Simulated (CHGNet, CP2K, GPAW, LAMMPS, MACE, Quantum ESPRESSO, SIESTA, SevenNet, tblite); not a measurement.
# Glassy 63SiO2-22Al2O3-15ZnO (mol %) (89 atoms) in GPAW

Wanted: GPAW inputs and outputs for glassy 63SiO2-22Al2O3-15ZnO (mol %) (89 atoms), checked against a plane-wave reference.

Calculated with GPAW 26.7.0; the method is named at each step.

### 1. The structure

The cell holds 89 atoms: 17 Si, 12 Al, 4 Zn and 56 O. Cell: a = 10.382 Å, b = 10.382 Å, c = 10.382 Å, α = 90.0°, β = 90.0°, γ = 90.0°. 89 atoms (17 Si, 12 Al, 4 Zn, 56 O) placed at random at 2.7 g/cm³, melted at 4000 K for 10 ps at fixed volume with the Morse and Coulomb pair potential with partial charges (Pedone, Malavasi, Menziani, Cormack and Segre, J. Phys. Chem. B 110, 11780 (2006)). Quenched from 4000 K to 300 K at 20 K/ps and fixed volume, held 10 ps at zero pressure, then minimised at fixed cell.

The yardstick, on the same geometry:

| Item | Value |
| --- | --- |
| method | Kohn-Sham DFT, PBE, SSSP efficiency 1.3.0 pseudopotentials, plane waves (Quantum ESPRESSO 7.5); sssp-pbe-1.3.0-efficiency, cutoffs 60/480 Ry, Γ point |
| r.m.s. force component | 0.7442 eV/Å |
| longest force | 3.049 eV/Å |
| pressure | 7.99 GPa |
| gap (highest filled to lowest empty level) | 2.754 eV |
| time | 5.6 min on 2 MPI ranks of Arm Neoverse V2, shared host |
| CPU time | 11 min |

### 2. PBE, LCAO dzp, h 0.18 Å

Method: Kohn-Sham DFT, PBE, PAW, atomic orbitals (dzp).

The input, run.py:

```python
import numpy as np
from ase.io import read
from gpaw import GPAW, FermiDirac

atoms = read("structure.xyz")
atoms.calc = GPAW(
    mode="lcao",
    basis="dzp",
    h=0.18,
    xc="PBE",
    kpts={"size": (1, 1, 1), "gamma": True},
    occupations=FermiDirac(0.05),
    maxiter=200,
    symmetry={"point_group": False},
    txt="gpaw.txt",
)
energy = atoms.get_potential_energy(force_consistent=True)
forces = atoms.get_forces()
print(f"energy {energy:.6f} eV")
print("forces (eV/A)")
for i, (a, f) in enumerate(zip(atoms, forces)):
    print(f"{i:4d} {a.symbol:2s} {f[0]:10.5f} {f[1]:10.5f} {f[2]:10.5f}")
print(f"Fermi level {atoms.calc.get_fermi_level():.4f} eV")
for k in range(len(atoms.calc.get_ibz_k_points())):
    for s in range(atoms.calc.get_number_of_spins()):
        e = atoms.calc.get_eigenvalues(kpt=k, spin=s)
        n = np.searchsorted(e, atoms.calc.get_fermi_level())
        print(f"k {k} spin {s} levels about the Fermi level:", np.round(e[max(n - 6, 0):n], 4).tolist(), "|", np.round(e[n:n + 6], 4).tolist())
```

The input, structure.xyz:

```xyz
89
Lattice="10.38180 0.00000 0.00000 0.00000 10.38180 0.00000 0.00000 0.00000 10.38180" Properties=species:S:1:pos:R:3 pbc="T T T"
Si 3.69623 8.13622 7.21255
Si 9.95812 4.41320 8.95254
Si 10.30684 7.13105 5.01981
Si 7.26435 3.96907 0.05731
Si 4.79598 2.07190 6.70425
Si 5.92375 6.83569 5.40248
Si 3.47770 7.37419 1.56641
Si 9.06383 6.34214 2.25171
Si 8.22550 5.41162 6.61601
Si 3.62647 1.09507 9.55562
Si 7.15680 8.51619 3.07602
Si 1.73999 4.65001 5.29285
Si 6.44647 6.91791 0.51774
Si 2.91043 3.81552 0.57214
Si 9.96528 10.17157 5.45221
Si 7.52639 0.70648 6.97501
Si 0.78030 10.13004 10.07751
Al 4.21387 4.99655 3.31906
Al 3.84345 2.15516 3.69810
Al 2.35148 5.45325 8.34323
Al 10.20365 1.63607 7.90138
Al 0.75673 7.02132 10.25639
Al 0.88079 1.05957 2.63791
Al 5.93123 9.46073 9.17398
Al 10.08561 3.65896 1.46300
Al 6.19108 3.93989 5.04286
Al 4.75569 10.12174 1.62870
Al 6.39363 2.23095 2.49475
Al 8.63392 0.84643 2.72470
Zn 7.97094 1.13785 9.84786
Zn 9.09456 3.40969 4.16404
Zn 2.33653 0.51992 6.03878
Zn 2.89548 7.65159 4.70565
O 2.33134 1.64614 3.16271
O 5.61520 5.57368 4.41984
O 9.82305 6.65287 0.94755
O 6.87192 6.30580 6.57521
O 3.43908 8.97974 1.67656
O 0.48358 0.63962 6.59379
O 1.32482 3.83826 0.99447
O 0.58927 8.62260 9.70293
O 9.98345 0.68458 9.39169
O 0.61574 5.64313 9.09041
O 6.66927 8.20131 10.06287
O 0.44143 3.86556 4.93987
O 4.81653 0.12531 10.21548
O 6.12557 1.17169 6.42851
O 9.22932 4.77231 2.53980
O 3.34201 2.28348 0.17794
O 3.11423 4.61180 9.58811
O 8.45369 10.18268 5.99321
O 2.98207 4.33004 4.37344
O 7.83732 4.33357 5.43643
O 6.81659 3.60736 1.52550
O 0.34758 3.13385 8.48089
O 2.21454 0.29817 9.43716
[... 29 atom lines left out ...]
O 8.31946 9.52447 3.04685
O 3.78905 4.32298 1.79418
O 6.71567 7.87605 4.47393
O 2.85697 9.06476 6.19015
```

Command:

```bash
$ OMP_NUM_THREADS=1 python run.py > output.txt
```

What it wrote:

```text
energy -602.243628 eV
forces (eV/A)
   0 Si    0.81835   -0.23945    0.18033
   1 Si   -0.49061   -0.81089    0.96322
   2 Si   -0.38839   -1.38502   -1.02652
   3 Si    1.02906   -0.10453    1.28895
   4 Si    0.81327   -0.31992    0.42352
   5 Si    1.19469    0.04325   -0.92272
   6 Si    0.62585    1.41390   -0.03554
   7 Si   -0.38646   -0.07294    0.10863
   8 Si   -0.02698    0.54550   -2.14938
   9 Si   -0.87551    0.02554    0.06294
  10 Si   -0.27270   -1.24066   -0.89312
  11 Si   -1.22208    1.09593   -0.02505
  12 Si   -0.04220   -0.26853    2.15748
  13 Si   -1.48944    0.07979   -0.32431
  14 Si   -0.84367    0.67477    0.90225
  15 Si    1.28575    0.40355    0.32940
  16 Si    0.49206    1.10694    0.57758
  17 Al   -0.28744    0.93486   -0.06827
  18 Al   -0.19582   -0.09001   -0.03046
  19 Al   -0.07506   -0.29543   -0.56567
  20 Al   -0.77357   -0.49483    0.34416
  21 Al   -0.02838    0.38175    1.24603
  22 Al    0.39206   -0.00070   -0.60385
  23 Al   -0.97925   -0.43724   -0.10836
[...]
81 O    -1.33253   -0.85547   -0.58953
  82 O    -1.41617    0.04912    0.16358
  83 O    -0.70633   -0.11556   -0.59551
  84 O    -0.40703   -1.20981    1.07906
  85 O     3.00849    0.57051    0.78523
  86 O     1.38831   -0.15539    0.72340
  87 O     0.41567    0.45931    1.45769
  88 O    -1.39441    0.86567   -1.81044
Fermi level 4.4715 eV
k 0 spin 0 levels about the Fermi level: [2.3439, 2.4086, 2.6153, 2.6721, 2.9661, 3.1395] | [5.7977, 6.9731, 7.2521, 8.033, 8.1776, 8.4535]
```

gpaw.txt:

```text
Input parameters:
  mode=LCAO(),
  basis={'default': 'dzp'},
  h=0.18,
  kpts=MonkhorstPack(size=(1, 1, 1), gamma=True),
  maxiter=200,
  occupations=Occupations(name='fermi-dirac', width=0.05, fixmagmom=False),
  symmetry=Symmetry(point_group=False),
  xc=XC(name='PBE')
Unit cell  # Å
| periodic |         x |         y |         z |   lengths |    angles |
|----------|-----------|-----------|-----------|-----------|-----------|
|      yes | 10.381800 |  0.000000 |  0.000000 | 10.381800 | 90.000000 |
|      yes |  0.000000 | 10.381800 |  0.000000 | 10.381800 | 90.000000 |
|      yes |  0.000000 |  0.000000 | 10.381800 | 10.381800 | 90.000000 |
Number of symmetries: 1
Symmetry operations  # r_c * U_cc + t_c -> r_c
|   | kind |            matrix            |
|---|------|------------------------------|
| 0 |  E   |  1, 0, 0,  0, 1, 0,  0, 0, 1 |
BZ-sampling:
  Number of BZ points: 1
  Number of IBZ points: 1
  Monkhorst-Pack size: [1, 1, 1]
  Monkhorst-Pack shift: [0, 0, 0]
[... lines left out ...]
Reference energy: -523041.966908  # eV
eigensolver:
density mixing:
  MSR1-Mixer
occupation numbers:
  Fermi-Dirac:
    width: 0.0500  # eV
FastPoissonSolver using
    Stencil: 6*3+1=19 point O(h^6) finite-difference Laplacian
xc functional:
  name: PBE with 2 nearest neighbor stencil
interpolation: tri-quintic # 5. degree polynomial
Initialization done in: 8.690 s
convergence criteria:
- Maximum [total energy] change in last 3 cyles: 0.0005 eV / valence electron
- Maximum integral of absolute [dens]ity change: 0.0001 electrons / valence electron
- Maximum integral of absolute [eigenst]ate change: 4e-08 eV^2 / valence electron
maximum number of iterations: 200
SCF iterations
|iter     |      energy | eigst |  dens |
|---------|-------------|-------|-------|
|iter:   1| -659.659142 |      c|       |
|iter:   2| -644.927665 |      c| -0.79 |
|iter:   3| -601.599516 |      c| -0.84 |
|iter:   4| -602.046775 |      c| -1.46 |
|iter:   5| -602.275939 |      c| -1.76 |
|iter:   6| -602.244435c|      c| -2.46 |
|iter:   7| -602.243792c|      c| -3.15 |
|iter:   8| -602.243642c|      c| -3.54 |
|iter:   9| -602.243628c|      c| -4.06c|
Converged in 9 steps
SCF loop duration: 100.410 s (11.157 s/step)
Energy contributions relative to reference atoms: (reference = -523041.966908)
Energy contributions:
  Kinetic:         863.018143
  Coulomb:        -734.832459
  Zero:             11.211038
  External:          0.000000
  Xc:             -741.640351
  Entropy:          -0.000000
  Spinorbit:         0.000000
  ----------------------------
  Free energy:    -602.243628
  Extrapolated:   -602.243628
dipole moment: (49.352849, -65.803866, 72.688465)  # |e|*Ang
Fermi level: 4.471
Eigenvalues  # (at kpt = [0.000, 0.000, 0.000])
| band index |      eig [eV] | occ [0-2] |
|------------|---------------|-----------|
|          0 |       -18.344 |     2.000 |
|        ... |               |           |
|        236 |         2.276 |     2.000 |
|        237 |         2.337 |     2.000 |
[...]
|        251 |         8.805 |     0.000 |
|        ... |               |           |
|        296 |        12.066 |     0.000 |
Gap: 2.658 eV
Transition (v -> c):
  (s=0, k=0, n=243, [0.00, 0.00, 0.00]) -> (s=0, k=0, n=244, [0.00, 0.00, 0.00])
No difference between direct/indirect transitions
Force computation time: 26.774  # s
timing:  # [seconds]
  Total:  135.900  # ━━━━━━━━━━━━━━━━━━━━━━━━━━━━━━━━━━━━━━━━━━━━━━━━━━━━━━━━
  Init:     8.689  # ━━━╸
  SCF:    100.410  # ━━━━━━━━━━━━━━━━━━━━━━━━━━━━━━━━━━━━━━━━━╸
  Forces:  26.774  # ━━━━━━━━━━━
```

The job ended after 2.3 min (1 thread of Arm Neoverse V2, shared host; peak memory 1.5 GiB).

Banners, paths, timers and routine set-up lines are dropped from the logs unmarked, and long logs keep their key lines alone; longer cuts are marked.

Numbers from this run, and their distance from the reference:

```yaml
r_m_s_force_component: 0.98 eV/Å
r_m_s_difference_of_force_components: 284.7 meV/Å
longest_difference_of_force_vectors: 1045 meV/Å
force_difference_over_r_m_s_force: 38.26 %
slope_of_forces_against_the_reference_s: 1.294
correlation_of_force_components: 0.9825
spacing_of_highest_filled_and_lowest_empty_level: 2.658 eV
gap_difference: -0.0955 eV
```

This run lies far from the reference in forces at the same functional. Basis and potentials both differ; the latter hold 488 valence electrons against the reference's 520.

Length of the force difference by element (eV/Å):

```tsv
element	atoms	mean	most
Al	12	0.2	0.34
O	56	0.57	1.0
Si	17	0.21	0.42
Zn	4	0.13	0.16
```

Levels nearest the highest filled one (eV from it): -0.80, -0.73, -0.52, -0.47, -0.17, 0.00, 2.66, 3.83, 4.11, 4.89, 5.04, 5.31.

Local excerpt of 9 atoms (numbers count through the whole input) about O75, which bears the longest force; x, y, z are measured from there.

```tsv
atom	x	y	z	distance (Å)	bonds	Fx	Fy	Fz (eV/Å)
O75	0.00	0.00	0.00	0.00	2	-0.85	-2.32	-3.25
Si4	0.35	1.15	0.94	1.53	4	1.03	-0.10	1.29
Zn30	1.05	-1.68	0.35	2.02	4	0.11	0.75	1.00
O54	-0.10	0.79	2.41	2.54	2	-0.33	1.04	2.12
O66	2.18	1.14	0.85	2.61	3	-0.40	0.48	0.04
O64	0.02	2.72	0.81	2.83	2	0.37	0.71	-1.69
O61	1.67	-0.98	-2.18	2.92	2	-0.03	2.02	0.29
O84	0.60	-1.78	2.24	2.92	3	-0.71	-0.12	-0.60
O68	0.25	-2.82	-1.09	3.03	3	0.47	-0.85	0.93
```

Atoms are counted from 1 here, from 0 in the log.

Forces lie 38 % from the reference's, at 0.20 times its CPU time (on 1 against 2 cores).

The difference per atom is largest on O (0.57 eV/Å on average, against 0.21 on Si).

### 3. PBE, LCAO dzp, h 0.25 Å

Method: Kohn-Sham DFT, PBE, PAW, atomic orbitals (dzp).

Changes to run.py since step 2:

```diff
@@ -8,3 +8,3 @@
     basis="dzp",
-    h=0.18,
+    h=0.25,
     xc="PBE",
```

structure.xyz is that of step 2.

What it wrote:

```text
energy -564.290266 eV
forces (eV/A)
   0 Si    0.80221   -0.20662    0.18506
   1 Si   -0.53186   -0.83119    0.97609
   2 Si   -0.42463   -1.33934   -1.05818
   3 Si    1.03735   -0.10662    1.31793
   4 Si    0.84535   -0.30391    0.44591
   5 Si    1.20013    0.03014   -0.94096
[...]
86 O     2.36644    1.34065    1.41896
  87 O     1.73603   -0.98095   -0.09861
  88 O    -1.50525    1.56356   -0.38969
Fermi level 4.4381 eV
k 0 spin 0 levels about the Fermi level: [2.3559, 2.427, 2.6204, 2.6856, 2.983, 3.1404] | [5.8041, 6.9798, 7.2606, 8.0403, 8.1867, 8.4621]
```

gpaw.txt:

```text
Input parameters:
  mode=LCAO(),
  basis={'default': 'dzp'},
  h=0.25,
  kpts=MonkhorstPack(size=(1, 1, 1), gamma=True),
  maxiter=200,
  occupations=Occupations(name='fermi-dirac', width=0.05, fixmagmom=False),
[... lines left out ...]
  Fermi-Dirac:
[... lines left out ...]
convergence criteria:
- Maximum [total energy] change in last 3 cyles: 0.0005 eV / valence electron
[... lines left out ...]
Converged in 9 steps
[... lines left out ...]
  Free energy:    -564.290266
[... lines left out ...]
Fermi level: 4.438
[... lines left out ...]
|        ... |               |           |
|        296 |        12.077 |     0.000 |
Gap: 2.664 eV
Transition (v -> c):
  (s=0, k=0, n=243, [0.00, 0.00, 0.00]) -> (s=0, k=0, n=244, [0.00, 0.00, 0.00])
No difference between direct/indirect transitions
Force computation time: 12.865  # s
timing:  # [seconds]
  Total:  68.427  # ━━━━━━━━━━━━━━━━━━━━━━━━━━━━━━━━━━━━━━━━━━━━━━━━━━━━━━━━━
  Init:    6.816  # ━━━━━╸
  SCF:    48.718  # ━━━━━━━━━━━━━━━━━━━━━━━━━━━━━━━━━━━━━━━━╸
  Forces: 12.865  # ━━━━━━━━━━╸
```

Elapsed: 70 s, on 1 thread; peak memory 0.73 GiB.

Compared with the plane-wave run:

```
r.m.s. force component                           : 1.325 eV/Å
r.m.s. difference of force components            : 982.3 meV/Å
longest difference of force vectors              : 3158 meV/Å
force difference over r.m.s. force               : 132 %
slope of forces against the reference's          : 1.213
correlation of force components                  : 0.6819
gap (highest filled to lowest empty level) : 2.664 eV
gap difference                                   : -0.09 eV
energy less the same-level run's                 : 426.4 meV/atom
r.m.s. force difference from the same-level run  : 951.9 meV/Å
```

This is a coarse setting, run to see what it loses.

Against the first run (38 %), the force difference from the reference is 132 %, at 0.51 times the CPU time: the grid matters here.

The difference per atom is largest on O (2.1 eV/Å on average, against 0.22 on Si). The forces add up to 12 eV/Å instead of zero, usually a sign of too coarse a grid.

### 4. PBE, LCAO sz(dzp), h 0.18 Å

Method: Kohn-Sham DFT, PBE, PAW, atomic orbitals (sz(dzp)).

Changes to run.py since step 3:

```diff
@@ -7,4 +7,4 @@
     mode="lcao",
-    basis="dzp",
-    h=0.25,
+    basis="sz(dzp)",
+    h=0.18,
     xc="PBE",
```

structure.xyz is that of step 3.

What it wrote:

```text
energy -473.606287 eV
forces (eV/A)
   0 Si    1.12425   -0.56941    1.44092
   1 Si   -0.94729   -0.22058    0.95693
   2 Si   -0.78591   -0.40734   -0.87236
   3 Si    1.35326    1.63159    0.73796
   4 Si    0.37377   -0.85966    1.83562
   5 Si    1.20011    1.39337   -0.52333
[...]
86 O     2.04755    0.49529    2.16336
  87 O     0.48812    0.44881    1.51281
  88 O    -2.50456    2.40567   -3.46091
Fermi level 5.6722 eV
k 0 spin 0 levels about the Fermi level: [3.8093, 3.8742, 3.9755, 4.0397, 4.3772, 4.5109] | [6.8086, 8.0274, 8.3374, 8.9235, 9.1618, 9.3886]
```

gpaw.txt:

```text
Input parameters:
  mode=LCAO(),
  basis={'default': 'sz(dzp)'},
  h=0.18,
  kpts=MonkhorstPack(size=(1, 1, 1), gamma=True),
  maxiter=200,
  occupations=Occupations(name='fermi-dirac', width=0.05, fixmagmom=False),
[... lines left out ...]
  Fermi-Dirac:
[... lines left out ...]
convergence criteria:
- Maximum [total energy] change in last 3 cyles: 0.0005 eV / valence electron
[... lines left out ...]
Converged in 9 steps
[... lines left out ...]
  Free energy:    -473.606287
[... lines left out ...]
Fermi level: 5.672
[... lines left out ...]
|        ... |               |           |
|        296 |        13.937 |     0.000 |
Gap: 2.298 eV
Transition (v -> c):
  (s=0, k=0, n=243, [0.00, 0.00, 0.00]) -> (s=0, k=0, n=244, [0.00, 0.00, 0.00])
No difference between direct/indirect transitions
Force computation time: 6.256  # s
timing:  # [seconds]
  Total:  41.459  # ━━━━━━━━━━━━━━━━━━━━━━━━━━━━━━━━━━━━━━━━━━━━━━━━━━━━━━━━━
  Init:    6.486  # ━━━━━━━━━
  SCF:    28.692  # ━━━━━━━━━━━━━━━━━━━━━━━━━━━━━━━━━━━━━━━╸
  Forces:  6.256  # ━━━━━━━━╸
```

It took 43 s on 1 thread; peak memory 1.2 GiB.

Numbers from this run, and their distance from the reference:

```yaml
r_m_s_force_component: 1.545 eV/Å
r_m_s_difference_of_force_components: 1022 meV/Å
longest_difference_of_force_vectors: 4223 meV/Å
force_difference_over_r_m_s_force: 137.3 %
slope_of_forces_against_the_reference_s: 1.711
correlation_of_force_components: 0.8246
spacing_of_highest_filled_and_lowest_empty_level: 2.298 eV
gap_difference: -0.456 eV
```

This is a coarse setting, run to see what it loses.

Against the first run (38 %), the force difference from the reference is 137 %, at 0.31 times the CPU time, with 376 basis functions against 1189: the smaller basis costs accuracy.

(Part 1 of 2 ends here.)

[Also dropped from logs without a mark: logging warnings of Python, and SIESTA's first energy breakdown and zero terms.]

[Logs are printed without paths, hosts, clocks, repeated set-up lines and the standing remarks that a program may print on its own settings, such as how far it seeks lower states.]

[Hosts, paths, dates, database ids (printed as entryN), source tags and the programs' standing remarks are cut or masked in the printed files.]
